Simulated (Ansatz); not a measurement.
# Au chain started as a zigzag: period, moment and channels by functional, part 2 of 2

Aim: how far do the period, the moment and the conductance of the Au chain started as a zigzag depend on the functional, the datasets and spin-orbit coupling, and at what cost?

Ansatz 0.2.0; DFT PBE, plane waves, PAW; relaxation of a chain's period (the session's first sound run).

So far, conductance of the lead as this run defines it (G₀): 1.00 in steps 3, 5, 7 and 9.

## Step 10: The series together

Times are for 4 threads of Arm Neoverse V2, shared host. Results by setting:

| no. | level | conductance of the lead as this run defines it (G₀) | time | memory (GiB) |
| --- | --- | --- | --- | --- |
| 1 | PBE | 1.000 | 25 s | 0.63 |
| 2 | PBEsol | 1.000 | 19 s | 0.62 |
| 3 | r2SCAN | 1.000 | 23 s | 1.1 |
| 4 | LDA | 1.000 | 23 s | 0.6 |

## Step 11: The relaxed wire, cutoff 750 eV

This step: DFT PBE, plane waves, PAW (JTH); relaxation of a chain's period (Ansatz 0.2.0).

The same functional on other atomic datasets tests how far the result hangs on the treatment of the cores. Against the first PBE run of this kind, the cutoff is 750 eV against 420.

File input.yaml:

```yaml
crystal:
  lattice:
    - [9.0, 0.0, 0.0]
    - [0.0, 7.5, 0.0]
    - [0.0, 0.0, 4.5630731599]
  atoms:
    - { symbol: Au, position: [0.432604749, 0.5, 0.0], spin: 0.5 }
    - { symbol: Au, position: [0.567395251, 0.5, 0.5], spin: 0.5 }
magnetization:
  spin_polarized: true
kpoints:
  mp_grid: { grid: [1, 1, 18] }
scf:
  occupations: { method: fermi_dirac, width: 0.05 }
hamiltonian:
  xc: pbe
  pseudopotentials: { kind: paw, source: jth }
relax:
  cell: { fix: [a, b, alpha, beta, gamma] }
  max_steps: 60
```

Started as:

```
> ansatz run input.yaml --threads 4 --pin off --max-ram 8192MiB --backend cpu --events-out ev --progress --plain --runs-dir out
```

It took 25 s on 4 threads of Arm Neoverse V2, shared host; peak memory 0.96 GiB.

The cell's length comes to 4.690 Å, +0.1 % against the first run, with no moment.

## Step 12: The relaxed wire

This step: DFT PBE, plane waves, PAW; relaxation of a chain's period (Ansatz 0.2.0).

No moment formed, so a run without spin should agree; this checks it and saves time.

input.yaml, the sections that differ from step 11:

```yaml
crystal:
  lattice:
    - [9.0, 0.0, 0.0]
    - [0.0, 7.5, 0.0]
    - [0.0, 0.0, 4.5630731599]
  atoms:
    - { symbol: Au, position: [0.432604749, 0.5, 0.0] }
    - { symbol: Au, position: [0.567395251, 0.5, 0.5] }
hamiltonian:
  xc: pbe
# kpoints, scf, relax: as in step 11
# magnetization: removed
```

Run time: 4.4 s. Hardware: 4 threads; peak memory 0.53 GiB; 16 s of CPU time.

The cell's length comes to 4.686 Å, -0.0 % against the first run, with spin left out.

## Step 13: Side by side

Times are for 4 threads of Arm Neoverse V2, shared host. The series side by side:

| no. | level | cell length along the wire (Å) | time | memory (GiB) |
| --- | --- | --- | --- | --- |
| 1 | PBE | 4.686 | 12 s | 0.6 |
| 2 | PBEsol | 4.606 | 16 s | 0.6 |
| 3 | r2SCAN | 4.635 | 68 s | 1.3 |
| 4 | LDA | 4.566 | 13 s | 0.57 |
| 5 | PBE, JTH files | 4.690 | 25 s | 0.96 |
| 6 | PBE, no spin | 4.686 | 4.4 s | 0.53 |

## Step 14: Two-component spinors

This step: DFT PBE, plane waves, fully relativistic PAW; channels of a perfect chain with spin-orbit coupling (Ansatz 0.2.0).

Spin-orbit coupling mixes the spins and splits bands that cross or touch without it, so it can open or close channels. Fully relativistic datasets take the place of the scalar ones. The window is narrow, since spinor matrices are twice as large.

File input.yaml:

```yaml
crystal:
  lattice:
    - [9.0, 0.0, 0.0]
    - [0.0, 7.5, 0.0]
    - [0.0, 0.0, 4.6861181268]
  atoms:
    - { symbol: Au, position: [0.444736493, 0.5, 0.0] }
    - { symbol: Au, position: [0.555263507, 0.5, 0.5] }
kpoints:
  mp_grid: { grid: [1, 1, 18] }
  band_path: { path: ["Γ", Z], npoints: 60 }
scf:
  occupations: { method: fermi_dirac, width: 0.05 }
hamiltonian:
  xc: pbe
  pseudopotentials: { kind: paw_fr }
output:
  transmission:
    e_range: [-0.42, 0.42]
    de: 0.035
    kmesh: [1, 1]
    reduced_basis: false
    leads: [[0, 0]]
magnetization:
  noncollinear: true
  spin_orbit: true
```

The job ended after 9.1 min (4 threads; peak memory 5.5 GiB).

This step gave:

```yaml
energy_at_zero_smearing: -26370.9526 eV
channels_at_the_energy_nearest_the_fermi_level_both_spins: 2
```

The open channels of the lead, both spins stays at 2 for energy from -0.42 to 0.42 eV.

The slowest values at each energy, most degenerate partners merged, listed up to 1.5 1/Å. Im kz of the slowest decaying states against energy, zero at the Fermi level:

| energy (eV) | decay 1 (Å⁻¹) | decay 2 (Å⁻¹) | decay 3 (Å⁻¹) | decay 4 (Å⁻¹) |
| --- | --- | --- | --- | --- |
| -0.420 | 0.290 | 0.376 | 0.449 | 1.00 |
| -0.385 | 0.318 | 0.389 | 0.473 | 0.987 |
| -0.350 | 0.338 | 0.401 | 0.498 | 0.973 |
| -0.315 | 0.355 | 0.413 | 0.524 | 0.960 |
| -0.280 | 0.368 | 0.424 | 0.550 | 0.946 |
| -0.245 | 0.379 | 0.436 | 0.576 | 0.932 |
| -0.210 | 0.389 | 0.447 | 0.602 | 0.917 |
| -0.175 | 0.397 | 0.457 | 0.628 | 0.902 |
| -0.140 | 0.404 | 0.468 | 0.654 | 0.886 |
| -0.105 | 0.411 | 0.478 | 0.682 | 0.869 |
| -0.070 | 0.417 | 0.488 | 0.712 | 0.848 |
| -0.035 | 0.422 | 0.497 | 0.751 | 0.817 |
| 0.000 | 0.427 | 0.507 | 0.788 | 1.07 |
| 0.035 | 0.432 | 0.516 | 0.792 | 1.08 |
| 0.070 | 0.436 | 0.525 | 0.795 | 1.08 |
| 0.105 | 0.440 | 0.534 | 0.799 | 1.08 |
| 0.140 | 0.443 | 0.543 | 0.801 | 1.08 |
| 0.175 | 0.447 | 0.552 | 0.804 | 1.08 |
| 0.210 | 0.450 | 0.560 | 0.807 | 1.08 |
| 0.245 | 0.452 | 0.568 | 0.809 | 1.08 |
| 0.280 | 0.455 | 0.576 | 0.811 | 1.09 |
| 0.315 | 0.458 | 0.584 | 0.813 | 1.09 |
| 0.350 | 0.460 | 0.592 | 0.815 | 1.09 |
| 0.385 | 0.462 | 0.600 | 0.817 | 1.09 |
| 0.420 | 0.464 | 0.607 | 0.818 | 1.09 |

The electronic bands at the labelled points (eV, zero at the Fermi level):

| point | band 33 | band 34 | band 35 | band 36 | band 37 | band 38 | band 39 | band 40 |
| --- | --- | --- | --- | --- | --- | --- | --- | --- |
| Γ | -1.29 | -1.29 | -0.89 | -0.89 | -0.54 | -0.54 | 2.33 | 2.33 |
| halfway | -0.94 | -0.94 | -0.93 | -0.93 | -0.66 | -0.66 | 2.11 | 2.11 |
| Z | -0.87 | -0.87 | -0.87 | -0.87 | 0.00 | 0.00 | 0.00 | 0.00 |

At the computed energy nearest the Fermi level there are 2 spinor channels, and the thermal average gives 1.00 G₀.

## Step 15: A repeat with changed settings

This step: DFT PBE, plane waves, PAW; channels and complex bands of a perfect chain; changed: output.transmission.e_range = [0, 2], output.transmission.de = 0.1 (Ansatz 0.2.0).

The atoms of the run on the perfect lead (PBE) are kept and the input is varied, to see whether the result depends on it. The ELF is not written this time.

input.yaml, the sections that differ from step 14:

```yaml
hamiltonian:
  xc: pbe
output:
  transmission:
    e_range: [0, 2]
    de: 0.1
    kmesh: [1, 1]
    reduced_basis: true
    leads: [[0, 0]]
  dos: { projected: true, e_range: [-6, 4] }
  write_potential: true
  write_density: true
  volumetric_format: npy
# crystal, kpoints, scf: as in step 14
# magnetization: removed
```

Run time: 8.8 s. Hardware: 4 threads; peak memory 0.58 GiB.

This step gave:

```yaml
energy_at_zero_smearing: -26296.1380 eV
```

The open channels of the lead, one spin stays at 1 for energy from 0 to 2 eV.

It took 8.8 s against 25 s for the run it varies; the program gives no conductance for this window, step and temperature, so that result is lost.

The channels at the energy nearest the Fermi level, one spin stays within 0.2 % plus 0.001 of the run it varies.

## Step 16: A varied input

This step: DFT PBE, plane waves, PAW; channels and complex bands of a perfect chain; changed: hamiltonian.pseudopotentials = {"kind": "paw_fr"}, magnetization = {"noncollinear": true, "spin_orbit": true} (Ansatz 0.2.0).

input.yaml, as its differences from that of step 15:

```diff
@@ -15,6 +15,7 @@
   xc: pbe
+  pseudopotentials: { kind: paw_fr }
 output:
   transmission:
-    e_range: [0, 2]
-    de: 0.1
+    e_range: [-2, 2]
+    de: 0.035
     kmesh: [1, 1]
@@ -26 +27,4 @@
   volumetric_format: npy
+magnetization:
+  noncollinear: true
+  spin_orbit: true
```

Run time: 0.06 s. Hardware: 4 threads; peak memory 0.08 GiB.

The input was rejected at the start.

The program's message: “Error: inconsistent input (output.transmission.reduced_basis, magnetization.noncollinear): a run with two-component spinors is solved on all plane waves alone: leave reduced_basis out”

## Step 17: Outcome

- cell length, PBE: 4.686 Å
- cell length, PBEsol: 4.606 Å
- cell length, r2SCAN: 4.635 Å
- cell length, LDA: 4.566 Å
- cell length, PBE, JTH files: 4.690 Å
- cell length, PBE, no spin: 4.686 Å
- conductance, PBE: 1.00 G₀
- conductance, PBEsol: 1.00 G₀
- conductance, r2SCAN: 1.00 G₀
- conductance, LDA: 1.00 G₀
- conductance, with spin-orbit coupling: 1.00 G₀

Under PBE the cell's length is 4.69 Å, no moment survives, and it is a metal with 1 channel a spin next to the Fermi level, 1.00 G₀ at 300 K. The cell's length spans 2.6 % over the functionals, shortest under LDA and longest under PBE. A perfect wire passes every open channel, so the conductance counts half a G₀ for each forward-moving state at the Fermi level, spin by spin. At the relaxed period it forms two rows 0.99 Å apart, with 2.55 Å between atoms of unlike rows and 4.69 Å along a row: a zigzag. Transport is coherent and elastic here: the atoms are frozen, so scattering by vibrations plays no part.

[Logs are printed without paths, hosts, clocks, repeated set-up lines and the standing remarks that a program may print on its own settings, such as how far it seeks lower states.]

[Hosts, paths, dates, database ids (printed as entryN), source tags and the programs' standing remarks are cut or masked in the printed files.]
